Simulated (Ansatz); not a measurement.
**SiO2 (P4_32_12): the dielectric response by several routes**

How strongly does SiO2 (P4_32_12) screen? Routes: perturbation theory, a sum over states and the RPA step of G0W0.

Calculated with Ansatz 0.2.0; linear response on LDA, plane waves, PAW.

**1. The structure**

The structure is tetragonal, space group P4_32_12 (No. 96). The conventional cell has a = 4.933 Å, b = 4.933 Å, c = 6.465 Å, α = 90.00°, β = 90.00°, γ = 90.00°. Nearest to Si lie 4 O at 1.62 Å. O has 2 Si at 1.62 Å nearest. Farther neighbours and most contacts between anions are not listed.

The cell and positions come from the Crystallography Open Database and are kept as given unless a step says otherwise.

**2. Response to a homogeneous field**

The response to a uniform field gives ε∞, a yardstick for the screening that GW builds on its mesh.

This step: dielectric response by perturbation theory, LDA, plane waves, PAW; PAW set soft_1.

input.yaml reads:

```yaml
crystal:
  lattice:
    - [4.9329, 0.0, 0.0]
    - [0.0, 4.9329, 0.0]
    - [0.0, 0.0, 6.4645]
  atoms:
    - { symbol: Si, position: [0.817705, 0.817705, 0.5] }
    - { symbol: Si, position: [0.682295, 0.317705, 0.25] }
    - { symbol: Si, position: [0.182295, 0.182295, 0.0] }
    - { symbol: Si, position: [0.317705, 0.682295, 0.75] }
    - { symbol: O, position: [0.26834, 0.36457, 0.80193] }
    - { symbol: O, position: [0.13543, 0.76834, 0.55193] }
    - { symbol: O, position: [0.73166, 0.63543, 0.30193] }
    - { symbol: O, position: [0.86457, 0.23166, 0.05193] }
    - { symbol: O, position: [0.76834, 0.13543, 0.44807] }
    - { symbol: O, position: [0.63543, 0.73166, 0.69807] }
    - { symbol: O, position: [0.23166, 0.86457, 0.94807] }
    - { symbol: O, position: [0.36457, 0.26834, 0.19807] }
kpoints:
  mp_grid: { grid: [4, 4, 4] }
hamiltonian:
  xc: lda
  pseudopotentials: { kind: paw, azcp: { folder: soft_1 }, xc_functional: pbe }
scf:
  occupations: { method: fixed }
dielectric: {}
```

On the command line:

```bash
> ansatz run input.yaml --threads 3 --pin off --max-ram 92160MiB --backend cuda --events-out ev --progress --plain --runs-dir out --devices 1 --max-vram 13GiB
```

Numbers of over 12 decimals in the logs are rounded to 6 here.

Log:

```text
GPUs: using 1 of 1 available (devices: 1).
Engine: ansatz 0.2.0, x86_64-unknown-linux-gnu
Pseudopotentials: kind: paw
Pseudopotential: Si, paw, valence charge 4, recommended cutoff 420 eV (normal), soft_1/Si.paw.azcp
Pseudopotential: O, paw, valence charge 6, recommended cutoff 420 eV (normal), soft_1/O.paw.azcp
Functional definition: SPW92
  exchange = slater_x
  correlation = pw_c
device memory: the entry about to start is reckoned to put 2.5 GiB on a device that reports 48.5 GiB free (of which the cap on the GPU budget leaves the run 13.0 GiB)
GPU FFT provider: cuFFT
GPU libraries: cuBLAS 13.8.2, cuFFT 12.4.0, cuSOLVER 12.3.4
Crystal: 12 atoms, lattice volume = 157.304 Å³
Basis set: ecut = 420 eV, 3097 PW (Γ), exchange–correlation on 72×72×96 points (8 copies of the dense FFT grid, shifted against one another)
Bands: 44, of which v1, the nominal top of the filled ones, is band 32 counted from 1 (31 counted from 0)
Symmetry: 8 space group operations
k-points: 36 of 64 (irreducible under 1 space group operation, time reversal used)
Non-local potential: Si, projectors of the file, l = 0: 2, l = 1: 2, l = 2: 1
Non-local potential: O, projectors of the file, l = 0: 2, l = 1: 2, l = 2: 1
PAW form: soft (Blöchl's): semilocal exchange-correlation on the pseudo side does not see the compensation charge
PAW frozen core: Si, regenerated for the run's functional, and the local potential with it (the file was generated under x = pbe(κ = 0.804, μ = 0.219515), c = pbe(β = 0.066725))
PAW frozen core: O, regenerated for the run's functional, and the local potential with it (the file was generated under x = pbe(κ = 0.804, μ = 0.219515), c = pbe(β = 0.066725))
PAW one-centre angular grid: Si, 110 points (default); XC on 64 Gauss nodes
PAW one-centre angular grid: O, 110 points (default); XC on 64 Gauss nodes
Initial density: superposition of atomic densities (chi_scale 0.1, normalization cell, long waves kept (reshape's long-wave potential 0.01 eV rms))
Initial wavefunctions: pseudopotential atomic-orbital guess
GPU buffer pool allocated for 62208 grid points (all kernels)
GPU transforms: local potential and band sums: pruned to the plane-wave sphere, on 36×36×45
Functional: x = slater, c = lda
SCF iter   1: F=—  HF=-6896.768979 eV  |F-HF|=—  |Δ(HF+E_count)|=         —  Δρ=1.21e-1  dr2=2.05e1  ethr=3.10e-3  ⟨swp⟩=4.8  Hψ=6383  notcnv=0  defer=334
preconditioner: auto → Resta (q_TF=auto, 2.349 Å⁻¹)  ε∞=2.8  [insulator: Δε(μ)=6.942 eV  Ē_g=17.742 eV  n_scr=36 (ndim 8)  ℏωp=23.7 eV  f_vac=0.038  ε∞_Penn≈2.8]
SCF iter   2: F=—  HF=-6891.009275 eV  |F-HF|=—  |Δ(HF+E_count)|=    5.76e0  Δρ=4.23e-2  dr2=1.15e0  ethr=3.10e-3  ⟨swp⟩=3.7  Hψ=3876  notcnv=0  defer=333
SCF iter   3: F=—  HF=-6890.757005 eV  |F-HF|=—  |Δ(HF+E_count)|=   2.52e-1  Δρ=2.00e-2  dr2=3.57e-1  ethr=1.80e-3  ⟨swp⟩=2.0  Hψ=1461  notcnv=0  defer=351
SCF iter   4: F=—  HF=-6890.678095 eV  |F-HF|=—  |Δ(HF+E_count)|=   7.89e-2  Δρ=1.37e-3  dr2=2.11e-3  ethr=5.57e-4  ⟨swp⟩=2.9  Hψ=2540  notcnv=0  defer=356
SCF iter   5: F=—  HF=-6890.679475 eV  |F-HF|=—  |Δ(HF+E_count)|=   1.38e-3  Δρ=1.88e-4  dr2=9.72e-5  ethr=3.30e-6  ⟨swp⟩=2.1  Hψ=2399  notcnv=0  defer=355
SCF iter   6: F=—  HF=-6890.679526 eV  |F-HF|=—  |Δ(HF+E_count)|=   5.14e-5  Δρ=4.80e-5  dr2=5.46e-6  ethr=1.52e-7  ⟨swp⟩=3.0  Hψ=2753  notcnv=0  defer=355
SCF iter   7: F=—  HF=-6890.679700 eV  |F-HF|=—  |Δ(HF+E_count)|=   1.74e-4  Δρ=7.91e-6  dr2=1.39e-7  ethr=8.53e-9  ⟨swp⟩=2.9  Hψ=3030  notcnv=0  defer=316
SCF iter   8: F=—  HF=-6890.679701 eV  |F-HF|=—  |Δ(HF+E_count)|=   4.30e-8  Δρ=1.54e-6  dr2=3.74e-9  ethr=2.17e-10  ⟨swp⟩=2.1  Hψ=2247  notcnv=0  defer=316
SCF iter   9: F=-6890.679701 eV  HF=-6890.679701 eV  |F-HF|=5.18e-11  |Δ(HF+E_count)|=   4.82e-9  Δρ=1.83e-7  dr2=3.60e-11  ethr=1.00e-12  ⟨swp⟩=13.1  Hψ=9397  notcnv=0
SCF 1 converged in 9 iterations: F = -6890.679701 eV  dr2 = 3.60e-11
  greatest PAW one-centre occupation: 0.855 electrons in one spin orbital (limit 2), on the O atom at site 11 (counted from 0), in its partial waves of l = 0
the response reads at least the filled bands of the reference SCF and the lowest empty band at each k-point, and that SCF's band table does not vouch for those bands. The notice of the band table in this run's record says why
device memory: the entry about to start is reckoned to put 0.1 GiB (of the 0.2 GiB reckoned in all, the device holds 0.1 GiB already) on a device that reports 48.3 GiB free (of which the cap on the GPU budget leaves the run 12.9 GiB)
device memory: the entry about to start is reckoned to put 1.9 GiB (of the 2.0 GiB reckoned in all, the device holds 0.1 GiB already) on a device that reports 48.3 GiB free (of which the cap on the GPU budget leaves the run 12.9 GiB)
DFPT response loops at Γ: preconditioner auto → none (the input reference at scf.mixing.eps_inf says where Resta's filter doesn't serve); β = 0.50; Broyden in place of MSR1
── the response to a field inside a basis, on 4×4×4 k-points: an SCF that follows is theirs, and a resumed run solves both again ──
device memory: the entry about to start is reckoned to put 0.3 GiB on a device that reports 56.4 GiB free (of which the cap on the GPU budget leaves the run 12.9 GiB)
GPU FFT provider: cuFFT
GPU libraries: cuBLAS 13.8.2, cuFFT 12.4.0, cuSOLVER 12.3.4
Bands: 33, of which v1, the nominal top of the filled ones, is band 32 counted from 1 (31 counted from 0)
k-points: 6 of 64 (time reversal used)
Initial density: handed on by an earlier stage of this run
Initial wavefunctions: pseudopotential atomic-orbital guess (no wavefunctions were taken with the density)
GPU buffer pool allocated for 62208 grid points (all kernels)
GPU transforms: band sums: pruned to the plane-wave sphere, on 36×36×45
Eigensolver: Dense (6 Hₖ)
SCF iter   1: F=—  HF=-6890.499439 eV  |F-HF|=—  |Δ(HF+E_count)|=         —  Δρ=4.50e-4  dr2=9.20e-5  ethr=1.00e-1
preconditioner: auto → Resta (q_TF=auto, 2.349 Å⁻¹)  ε∞=3.8  [insulator: Δε(μ)=6.040 eV  Ē_g=14.057 eV  n_scr=36 (ndim 8)  ℏωp=23.7 eV  f_vac=0.139  ε∞_Penn≈3.8]
SCF iter   2: F=—  HF=-6890.499444 eV  |F-HF|=—  |Δ(HF+E_count)|=   5.61e-6  Δρ=2.07e-4  dr2=2.36e-5  ethr=1.44e-7
SCF iter   3: F=—  HF=-6890.499449 eV  |F-HF|=—  |Δ(HF+E_count)|=   4.98e-6  Δρ=7.09e-5  dr2=2.88e-6  ethr=3.69e-8
SCF iter   4: F=-6890.499449 eV  HF=-6890.499449 eV  |F-HF|=2.42e-8  |Δ(HF+E_count)|=   8.41e-8  Δρ=7.31e-6  dr2=9.03e-8  ethr=4.50e-9
SCF 1 converged in 4 iterations: F = -6890.499449 eV  dr2 = 9.03e-8
  greatest PAW one-centre occupation: 0.856 electrons in one spin orbital (limit 2), on the O atom at site 11 (counted from 0), in its partial waves of l = 0
device memory: the entry about to start is reckoned to put 0.1 GiB on a device that reports 55.6 GiB free (of which the cap on the GPU budget leaves the run 12.9 GiB)
device memory: the entry about to start is reckoned to put 1.9 GiB on a device that reports 54.8 GiB free (of which the cap on the GPU budget leaves the run 12.8 GiB)
DFPT response loops at Γ: mixed as the last ones told, above
SCF converged after 9 iterations
Free energy (F): -6890.679701 eV
Harris-Foulkes:  -6890.679701 eV  (|F-HF|=5.18e-11)
Internal energy: -6890.679701 eV  (E = F + TS)
E sigma→0 (E₀):  -6890.679701 eV
Fermi energy:    1.864806 eV
--- Per-component energies (eV) ---
  E_band       = -319.514050
  E_kinetic    = 1543.715413
  E_local      = -4055.776371  (includes V_loc(G=0)·N_el)
  E_nonlocal   = 527.801050
  E_hartree    = 1480.247922
  E_xc         = -789.865021
  E_vxc        = -920.194548  (∫ρ·V_xc dr)
  E_paw        = -3163.609696  (= ΣΔE_a)
  E_vpaw       = -375.562296  (= ΣTr[D̂ρ^β])
  E_aug_tail   = 0.006853  (compensation charges beyond the density's cutoff)
  E_ewald      = -2434.312545
  E_core_change = 1.112695  (= ΣΔE_core)
  E_smearing   = -0.000000  (= −TS)
  E_closure    = -0.000000  (closes the sum)
  Σ components = -6890.679701   (vs F -6890.679701, Δ=0.00e0)
--- Band table (eV; the first three rows and the last of 36) ---
  k-point 0: bands = [... 28 lower, 1.0210, 1.3941, 1.3941, 1.8648, 7.3449, 10.3792, 10.3792, 11.0016, ... 8 higher]
  k-point 1: bands = [... 28 lower, 1.0480, 1.1242, 1.3787, 1.7455, 7.7551, 9.8316, 10.6144, 10.9843, ... 8 higher]
  k-point 2: bands = [... 28 lower, 1.1361, 1.1361, 1.4452, 1.4452, 8.7513, 8.7513, 10.7765, 10.7765, ... 8 higher]
  k-point 35: bands = [... 28 lower, 1.3600, 1.3600, 1.3600, 1.3600, 10.6759, 10.6759, 10.6759, 10.6759, ... 8 higher]
--- Dielectric response (ions clamped): 3 representative field directions + reference, inside a basis on a mesh of 64 k-points (Σ response iterations 15) ---
  ε∞ (high-frequency dielectric tensor):
        2.472027     0.000000     0.000000
        0.000000     2.472027     0.000000
        0.000000     0.000000     2.404314
  Born effective charges Z* (e; rows j = field, columns β = displacement):
    site 0:
         3.37437    0.04681   -0.20774
         0.04681    3.37437    0.20774
         0.36739   -0.36739    3.17665
    site 1:
         3.37437   -0.04681   -0.20774
        -0.04681    3.37437   -0.20774
         0.36739    0.36739    3.17665
    site 2:
         3.37437    0.04681    0.20774
         0.04681    3.37437   -0.20774
        -0.36739    0.36739    3.17665
    site 3:
         3.37437   -0.04681    0.20774
        -0.04681    3.37437    0.20774
        -0.36739   -0.36739    3.17665
    site 4:
        -1.08300   -0.21161    0.08818
        -0.28498   -2.29137    0.70944
         0.25168    0.72487   -1.58833
    site 5:
        -2.29137    0.28498   -0.70944
         0.21161   -1.08300    0.08818
        -0.72487    0.25168   -1.58833
    site 6:
        -1.08300   -0.21161   -0.08818
        -0.28498   -2.29137   -0.70944
        -0.25168   -0.72487   -1.58833
    site 7:
        -2.29137    0.28498    0.70944
         0.21161   -1.08300   -0.08818
         0.72487   -0.25168   -1.58833
    site 8:
        -1.08300    0.21161   -0.08818
         0.28498   -2.29137    0.70944
        -0.25168    0.72487   -1.58833
    site 9:
        -2.29137   -0.28498    0.70944
        -0.21161   -1.08300    0.08818
         0.72487    0.25168   -1.58833
    site 10:
        -1.08300    0.21161    0.08818
         0.28498   -2.29137   -0.70944
         0.25168   -0.72487   -1.58833
    site 11:
        -2.29137   -0.28498   -0.70944
        -0.21161   -1.08300   -0.08818
        -0.72487   -0.25168   -1.58833
  Z* charge neutrality: 6.457e-3 e pre-enforcement
  solved inside a basis spanned on kpoints, on 4×4×4 k-points, its susceptibility summed on 8×8×6: ε∞ is read to err by 8.5e-3, Z* by 1.2e-2 e (field_mesh: kpoints solves on kpoints); Z* is corrected for what the basis lacks
```

Elapsed: 30 s, on 1 × NVIDIA H100 80GB HBM3 (shared by 6 runs) with 3 threads of AMD EPYC 7R13 (Zen 3), shared host; peak memory 1.9 GiB; 39 s of CPU time.

Numbers from this step:

- stated error of ε∞: 0.0085

One over ε∞ averages 0.41, above the quarter of exact exchange in PBE0, which should therefore fall short.

High-frequency dielectric tensor:

```
2.47 0.00 0.00
0.00 2.47 0.00
0.00 0.00 2.40
```

Born effective charge (e), principal values of the symmetric part by kind of site:

| atom | atoms with these values | low | middle | high | mean |
| --- | --- | --- | --- | --- | --- |
| Si1 | 4 | 3.12 | 3.39 | 3.42 | 3.31 |
| O5 | 8 | -2.79 | -1.14 | -1.03 | -1.65 |

In full for Si1:

```
 3.37  0.05 -0.21
 0.05  3.37  0.21
 0.37 -0.37  3.18
```

**3. Independent-particle spectrum**

The independent-particle spectrum shows where the oscillator strength lies, before excitons and local fields.

This step: independent-particle optics on LDA, plane waves, PAW; PAW set soft_1.

input.yaml: that of step 2 with these lines changed.

```diff
@@ -19,3 +19,3 @@
 kpoints:
-  mp_grid: { grid: [4, 4, 4] }
+  mp_grid: { grid: [6, 6, 4] }
 hamiltonian:
@@ -25,2 +25,4 @@
   occupations: { method: fixed }
-dielectric: {}
+  n_extra_bands: 107
+output:
+  optics: { e_range: [0, 25], de: 0.1, sigma: 0.2 }
```

Log:

```text
[...]
GPUs: using 1 of 1 available (devices: 1).
[...]
GPU FFT provider: cuFFT
GPU libraries: cuBLAS 13.8.2, cuFFT 12.4.0, cuSOLVER 12.3.4
Crystal: 12 atoms, lattice volume = 157.304 Å³
Basis set: ecut = 420 eV, 3097 PW (Γ)
Bands: 139, of which v1, the nominal top of the filled ones, is band 32 counted from 1 (31 counted from 0)
Symmetry: 8 space group operations
[...]
k-points: 30 of 144 (time reversal used)
[...]
GPU buffer pool allocated for 58320 grid points (all kernels)
[...]
SCF iter   1: F=—  HF=-6896.770339 eV  |F-HF|=—  |Δ(HF+E_count)|=         —  Δρ=1.21e-1  dr2=2.05e1  ethr=3.10e-3  ⟨swp⟩=4.7  Hψ=15101  notcnv=0  defer=3133
[...]
SCF iter   9: F=-6890.679855 eV  HF=-6890.679855 eV  |F-HF|=9.09e-13  |Δ(HF+E_count)|=  1.86e-10  Δρ=8.03e-8  dr2=6.57e-12  ethr=1.00e-12  ⟨swp⟩=19.2  Hψ=43329  notcnv=0
SCF 1 converged in 9 iterations: F = -6890.679855 eV  dr2 = 6.57e-12
[...]
Optics k sum: 0 of 30 k-points
Optics k sum: 2 of 30 k-points
[...]
Optics k sum: 30 of 30 k-points
[...]
SCF converged after 9 iterations
Free energy (F): -6890.679855 eV
[...]
Internal energy: -6890.679855 eV  (E = F + TS)
E sigma→0 (E₀):  -6890.679855 eV
Fermi energy:    1.864792 eV
[...]
--- Band table (eV; the first three rows and the last of 30) ---
  k-point 0: bands = [... 28 lower, 1.0210, 1.3941, 1.3941, 1.8648, 7.3449, 10.3792, 10.3792, 11.0016, ... 103 higher]
  k-point 1: bands = [... 28 lower, 1.0480, 1.1243, 1.3787, 1.7455, 7.7551, 9.8316, 10.6144, 10.9843, ... 103 higher]
  k-point 2: bands = [... 28 lower, 1.1361, 1.1361, 1.4452, 1.4452, 8.7513, 8.7513, 10.7765, 10.7765, ... 103 higher]
  k-point 29: bands = [... 28 lower, 1.3600, 1.3600, 1.3600, 1.3600, 10.6759, 10.6759, 10.6759, 10.6759, ... 103 higher]
```

Run time: 44 s. Hardware: 1 × NVIDIA H100 80GB HBM3 (shared by 6 runs) with 3 threads; peak memory 2.2 GiB; 39 s of CPU time.

This step gave:

```
ε∞ without local fields (xx, yy, zz)                                   : 2.605, 2.605, 2.584
electrons in the f-sum (xx, yy, zz)                                    : 45.04, 45.04, 45.14
bands in the explicit sum (the static value is completed to all bands) : 139
```

The sum gives ε∞ = 2.61 and 2.58 without local fields.

The ε₂ has structure finer than the step of the table below, so its rows give means over 1 eV, whole bins alone (the curve runs from 0 to 25 eV). Peaks (eV: height): xx=yy 10.7: 3.34, 14.4: 2.63, 17.6: 2.36; zz 9.4: 2.94, 10.6: 3.14, 13.8: 3.29, 15.2: 2.82.

Independent particles, no local fields, Gaussian width 0.2 eV. ε₂ against photon energy; means over each step:

| photon energy (eV) | xx=yy | zz |
| --- | --- | --- |
| 5 | 0 | 0 |
| 6 | 0.00253 | 0.00196 |
| 7 | 0.161 | 0.216 |
| 8 | 0.909 | 0.872 |
| 9 | 2.38 | 2.18 |
| 10 | 2.96 | 2.50 |
| 11 | 3.07 | 2.68 |
| 12 | 2.46 | 2.42 |
| 13 | 2.34 | 2.74 |
| 14 | 2.45 | 2.85 |
| 15 | 2.35 | 2.49 |
| 16 | 1.96 | 2.42 |
| 17 | 2.15 | 2.14 |
| 18 | 2.16 | 1.69 |
| 19 | 1.34 | 1.49 |
| 20 | 1.03 | 1.06 |
| 21 | 0.805 | 0.725 |
| 22 | 0.705 | 0.669 |
| 23 | 0.574 | 0.657 |
| 24 | 0.462 | 0.415 |

(Continued in part 2 of 2.)

[Paths, hosts, dates, memory and timing lines, banners, echoed tables and standing remarks are left out of the program output.]

[Logs are printed without paths, hosts, clocks, repeated set-up lines and the standing remarks that a program may print on its own settings, such as how far it seeks lower states.]

[Runs of the session that timed out or met a known fault of the program may be left out.]

[Cells called generated may have been cut or substituted from an entry of the Crystallography Open Database or the Materials Project.]

[Hosts, paths, dates, database ids (printed as entryN), source tags and the programs' standing remarks are cut or masked in the printed files.]
